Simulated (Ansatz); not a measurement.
# Pa (I4/mmm, 1 atom in the cell): from the cell to its phonons, part 2 of 2

Aim: the vibrations of Pa (I4/mmm, 1 atom in the cell), their spectra, and whether the structure is stable.

Ansatz 0.2.0; DFT PBEsol, scalar-relativistic, plane waves, PAW.

So far. Step 3 (Relaxing to small forces for the phonons): The forces vanish by symmetry. The volume is held at 24.94 Å³/atom, so a pressure of -6.10 GPa remains at this level.

## 4. The dispersion

Stability and thermal properties need the whole zone. Linear response on a 4×4×4 q mesh gives force constants as far as a supercell of that size would.

Input file input.yaml:

```yaml
crystal:
  lattice:
    - [-1.9749709367, 1.9749709367, 1.5986182315]
    - [1.9749709367, -1.9749709367, 1.5986182315]
    - [1.9749709367, 1.9749709367, -1.5986182315]
  atoms:
    - { symbol: Pa, position: [0.0, 0.0, 0.0] }
kpoints:
  mp_grid: { grid: [16, 16, 16] }
hamiltonian:
  xc: pbesol
scf:
  occupations: { method: methfessel_paxton, width: 0.2 }
output:
  eigenvalues: true
phonons:
  method: dfpt
  qmesh: [4, 4, 4]
  temperatures: { t_max: 400, t_step: 50 }
  qpath:
    path:
      - [[0.0, 0.0, 0.0], [0.0, 0.0, 0.5], [-0.5, 0.5, 0.5], [0.0, 0.0, 0.0], [0.41379782, 0.41379782, -0.41379782]]
      - [[-0.41379782, 0.58620218, 0.41379782], [-0.5, 0.5, 0.5]]
      - [[0.0, 0.0, 0.5], [0.25, 0.25, 0.25], [0.0, 0.5, 0.0], [0.0, 0.0, 0.0]]
    npoints: 10
```

Command:

```console
> ansatz run input.yaml --threads 8 --pin off --max-ram 14336MiB --backend cpu --events-out ev --progress --plain --runs-dir out
```

Numbers of over 12 decimals in the logs are rounded to 6 here.

Log:

```text
[...]
Crystal: 1 atoms, lattice volume = 24.942 Å³
Basis set: ecut = 420 eV, 513 PW (Γ), exchange–correlation on 48×48×48 points (8 copies of the dense FFT grid, shifted against one another)
Bands: 16, of which v1, the nominal top of the filled ones, is band 7 counted from 1 (6 counted from 0)
Symmetry: 16 space group operations
k-points: 349 of 4096
[...]
SCF iter   1: F=—  HF=-13466.855722 eV  |F-HF|=—  |Δ(HF+E_count)|=         —  Δρ=1.13e-2  dr2=1.21e-2  ethr=1.77e-3  ⟨swp⟩=5.3  Hψ=29694  notcnv=0
[...]
SCF iter   8: F=-13466.857382 eV  HF=-13466.857382 eV  |F-HF|=9.09e-12  |Δ(HF+E_count)|=  7.28e-12  S|Δr|=    0.00e0  Δρ=1.43e-7  dr2=1.78e-12  ethr=1.00e-12  ⟨swp⟩=7.3  Hψ=25882  notcnv=0
SCF 1 converged in 8 iterations: F = -13466.857382 eV  dr2 = 1.78e-12
[...]
NSCF: frozen V_eff on 349 k-points
[...]
DFPT response loops at q = (0, 0, 0) (fractional): preconditioner auto → Kerker (q_TF=auto, 2.448 Å⁻¹) (partly filled bands, converged f_vac=0.000); β = 1.00, the filter's whole step (`scf.mixing.beta` (0.50) is not read by the response loops under this deck's `scf.mixing.preconditioner`; to damp them name `kerker` or `kerker_dos`, under which they read `scf.mixing.beta`, and type it under 1.00, their step now; both keys bind the ground state too); Broyden in place of MSR1
[...]
SCF converged after 8 iterations
[...]
Free energy (F): -13466.857382 eV
[...]
Internal energy: -13466.857013 eV  (E = F + TS)
E sigma→0 (E₀):  -13466.857290 eV
Entropy (-TS):   -0.000368 eV (-0.368 meV/atom)
Fermi energy:    19.924579 eV
[...]
--- Band table (eV; the first three rows and the last of 349) ---
  k-point 0: bands = [... 3 lower, 3.8972, 15.2879, 19.5690, 19.5690, 19.6474, 20.5848, 21.7434, 21.7434, ... 5 higher]
  k-point 1: bands = [... 3 lower, 3.8649, 15.5148, 19.3727, 19.5625, 19.9033, 20.5999, 21.7335, 21.7397, ... 5 higher]
  k-point 2: bands = [... 3 lower, 3.7738, 16.0739, 19.2575, 19.5445, 20.2220, 20.6451, 21.7356, 21.7649, ... 5 higher]
  k-point 348: bands = [... 3 lower, 2.2703, 15.9067, 16.6576, 20.4627, 21.0357, 21.0357, 21.3562, 22.1469, ... 5 higher]
--- Phonons (Γ-DFPT): 2 representative perturbations + reference (Σ response iterations 4) ---
  ASR residual: 5.588e-5 → 0.000e0 eV/Å²; symmetrization residual: 2.693e-13 eV/Å²
  ASR residual per site (eV/Å²): 5.59e-5
  Γ frequencies (cm⁻¹): 0.00 0.00 0.00
--- Phonons (arbitrary-q DFPT): 13 irreducible q on the 4×4×4 mesh ---
  q = [0.0000, 0.0000, 0.0000] (star 1, of the zone-centre solve; hermiticity 2.73e-9, symmetrization 3.69e-9): -0.00 -0.00 0.00
  q = [0.0000, 0.0000, 0.2500] (star 4, 2 solved perturbations in 3336 linear systems a pass and spin channel, the states on 2176 of 4096 k-point pairs; hermiticity 5.75e-14, symmetrization 3.42e-13): 15.87 51.54 74.99
[...]
q = [0.0000, 0.2500, 0.0000] (star 8, 3 solved perturbations on 2176 of 4096 k-point pairs; hermiticity 7.76e-7, symmetrization 1.49e-13): 52.36 59.02 90.68
[...]
sum rule: each row above includes the acoustic sum rule's correction from the zone centre's row sums; it moved no ω² by more than (0.26 cm⁻¹)²
  mesh force constants: q→R imaginary residual 0.00e0; ASR residual 5.588e-5 → 0.000e0 eV/Å²; symmetrization residual 2.665e-15 eV/Å²
  interpolated dispersion: 83 rows × 3 modes
  density of states and harmonic sums: on the 28×28×24 q-mesh, interpolated from the force constants of a 4×4×4 supercell (no non-analytic term)
  largest difference from the sums on the solved wave vectors: F 1.49e-3 eV, S 7.75e-6 and C_V 4.03e-6 eV/K
  zero-point energy: 0.014622 eV/cell   skipped modes (ω ≤ 0): 3   left out of the sums: 5.31e-5 of the cell's modes: C_V's classical limit lies that fraction below 3 k_B per atom; for a crystal, a wire or a layer, F and S can be off by more, and a phonons.interpolated_qmesh denser along its periods is the remedy for the sampling
```

Wall time 2.5 min (8 threads of AMD EPYC 7B13 (Zen 3), shared host); peak memory 4.1 GiB.

This step gave:

| Property | Result |
| --- | --- |
| sum-rule residual before enforcement | 5.59e-5 eV/Å² |
| lowest frequency on the path | 0 cm⁻¹ |
| highest frequency on the path or at a solved wavevector | 119.2 cm⁻¹ |
| mean frequency | 78.6 cm⁻¹ |
| Debye temperature (second moment) | 151 K |
| logarithmic mean frequency | 74.9 cm⁻¹ |
| lowest mode on the q mesh (acoustic modes at Γ apart) | 5.66 cm⁻¹ |
| zero-point energy per atom | 14.62 meV |
| heat capacity at 300 K | 24.63 J/(mol atoms K) |
| vibrational entropy at 300 K | 50.62 J/(mol atoms K) |

Frequencies (cm⁻¹) solved at each irreducible wavevector; negative means imaginary. Frequencies by wavevector, by row:

```
q in reciprocal lattice units  star  mode 1  mode 2  mode 3
                        0 0 0     1       0       0       0
                     0 0 0.25     4    15.9    51.5      75
                     0 0 -0.5     2     5.7    67.6    92.9
                     0 0.25 0     8    52.4      59    90.7
                  0 0.25 0.25    16    57.4      86     100
                     0 -0.5 0     4    60.1    66.5   119.2
                  0 -0.5 0.25     8    67.9    87.9   113.7
               0.25 0.25 0.25     2    83.4    83.4   117.4
              0.25 0.25 -0.25     2    87.2    87.2     109
               0.25 -0.5 -0.5     8    82.8    88.7   108.2
              0.25 -0.25 0.25     4    58.5    72.4    85.1
              0.25 -0.25 -0.5     4    71.6      80    80.6
               -0.5 -0.5 -0.5     1    81.9    85.1    85.1
```

Interpolated from a 4×4×4 q mesh. The phonon branches at the labelled points (cm⁻¹):

```
     point  branch 1  branch 2  branch 3
         Γ         0         0         0
   halfway        16        52        75
         X         6        68        93
   halfway        72        80        81
         M        82        85        85
   halfway        58        72        85
         Γ         0         0         0
   halfway        78        78       102
         Z        90        90       100
jump to Z0        90        90       100
   halfway        87        87        88
         M        82        85        85
 jump to X         6        68        93
   halfway        51        96        96
         P        83        83       117
   halfway        75        76       117
         N        60        66       119
   halfway        52        59        91
         Γ         0         0         0
```

The phonon branches as a text plot (rows in cm⁻¹; labels by their first letter):

```
    117 |                                *         ********
    112 |                               * *       *
    107 |                              *                   *
    102 |                             *    *     *          *
     97 |                                *     ***
     92 |     ***                    *  * *** *   *
     87 |        **   *******          *    **  *  *
     82 |    *     ********                  * *    **
     77 |   *       *    * * *      * *            *  *      *
     72 |        ***      * *                     *    *
     67 |     ***          *  *      *        *        *****
     62 |  *                 *                          ***** *
     57 |    *              *      *             *          *
     52 |   *     *                 *                        *
     47 |                    ***                             *
     42 |  *                                    *             **
     37 | *      *            *    *                          *
     32 |                      *  *            *
     27 |                       *                              *
     22 | *                    *                               **
     17 |* ***  *               * *                             *
     12 |*    *                               *                 *
      7 | *    *                *
      2 |*                       *
         Γ      X      M         Γ        Z|M|X    P    N       Γ
```

The phonon density of states has structure finer than the step of the table below, so its rows give means over 5 cm⁻¹, whole bins alone (the curve runs from 0.5 to 120 cm⁻¹). Peaks (cm⁻¹: height): 67.5: 0.0680, 85.5: 0.0813, 114.5: 0.0552.

Tetrahedra on a 28×28×24 mesh, mean over bins of 1 cm-1. Interpolated from a 4×4×4 q mesh. Phonon density of states against wavenumber; means over each step:

```
wavenumber (cm⁻¹)  phonon density of states (1/cm⁻¹/cell)
                5                                  1.1e-4
               10                                  7.0e-4
               15                                 0.00216
               20                                 0.00389
               25                                 0.00503
               30                                 0.00636
               35                                 0.00798
               40                                 0.00996
               45                                  0.0125
               50                                  0.0160
               55                                  0.0213
               60                                  0.0328
               65                                  0.0513
               70                                  0.0572
               75                                  0.0490
               80                                  0.0526
               85                                  0.0728
               90                                  0.0613
               95                                  0.0295
              100                                  0.0163
              105                                  0.0186
              110                                  0.0250
              115                                  0.0429
```

Second derivatives of the energy by pair, one row for each kind of neighbour of each atom listed. Each entry sums the pair over the periodic images of the supercell that the q mesh stands for, and in a polar crystal it holds the long-range dipole part too. Force constants by pair, by row:

```
atom  neighbour  distance (Å)  third of the trace (eV/Å²)  along the pair's line (eV/Å²)
 Pa1     itself             0                       5.648                              –
 Pa1         Pa         3.197                     -0.8112                         -1.628
 Pa1         Pa         3.218                       -0.39                         -1.163
 Pa1         Pa          3.95                     -0.0372                        -0.3551
 Pa1         Pa         5.082                      -0.018                        -0.0648
 Pa1         Pa          5.55                      0.0345                         0.0982
 Pa1         Pa         5.586                      0.0205                         0.0549
 Pa1         Pa         6.394                     -0.1758                        -0.3305
 Pa1         Pa         6.436                     -0.1622                        -0.4251
```

Harmonic thermodynamic functions per atom, from the density of states. Interpolated from a 4×4×4 q mesh. Thermodynamic functions, by row:

```
T (K)  F_vib (meV/atom)  S (J/mol-atom/K)  C_V (J/mol-atom/K)
    0             14.62                 0                   0
   50             12.75             10.68               16.48
  100              3.41             24.44               22.31
  200            -31.21             40.71               24.24
  300            -78.87             50.62               24.63
  400            -135.2             57.73               24.76
```

Harmonic mean-square displacement, third of the trace. Interpolated from a 4×4×4 q mesh. Mean square displacements, by row:

```
T (K)  Pa1 U_eq (Å²)
    0        0.00105
  100        0.00287
  300        0.00816
  600        0.01624
```

Symmetry leaves 13 wavevectors to solve. The lowest mode among them, the acoustic zeros apart, lies at q = (0, 0, -0.5) and is real, 5.7 cm⁻¹.

## 5. What came out

```json
{"space group after relaxation (within 0.01 Å)": "I4/mmm", "volume per atom": "24.9 Å³", "electronic character": "no gap on this mesh", "lowest mode on the q mesh (acoustic modes at Γ apart)": "5.7 cm⁻¹", "highest frequency on the path or at a solved wavevector": "119 cm⁻¹", "zero-point energy per atom": "14.6 meV", "heat capacity at 300 K": "24.6 J/(mol atoms K)", "vibrational entropy at 300 K": "50.6 J/(mol atoms K)", "Debye temperature (second moment)": "151 K", "imaginary modes on the 4×4×4 q mesh": "none"}
```

What this shows: The structure is a minimum as far as tested: no mode is imaginary at the 13 irreducible wavevectors of the 4×4×4 mesh, and the softest away from the acoustic zeros lies at 6 cm⁻¹. The volume was held at that of the database entry and not relaxed, so the modes belong to a cell under -6.10 GPa at this level. With no gap, or one that is small against the smearing, the frequencies hang on the k mesh and the smearing, most of all near Kohn anomalies. Spin-orbit coupling is left out, which can matter for the heavy elements here. These are harmonic frequencies at zero temperature: anharmonic shifts, linewidths and thermal expansion are left out.

[Logs are printed without paths, hosts, clocks, repeated set-up lines and the standing remarks that a program may print on its own settings, such as how far it seeks lower states.]

[Hosts, paths, dates, database ids (printed as entryN), source tags and the programs' standing remarks are cut or masked in the printed files.]
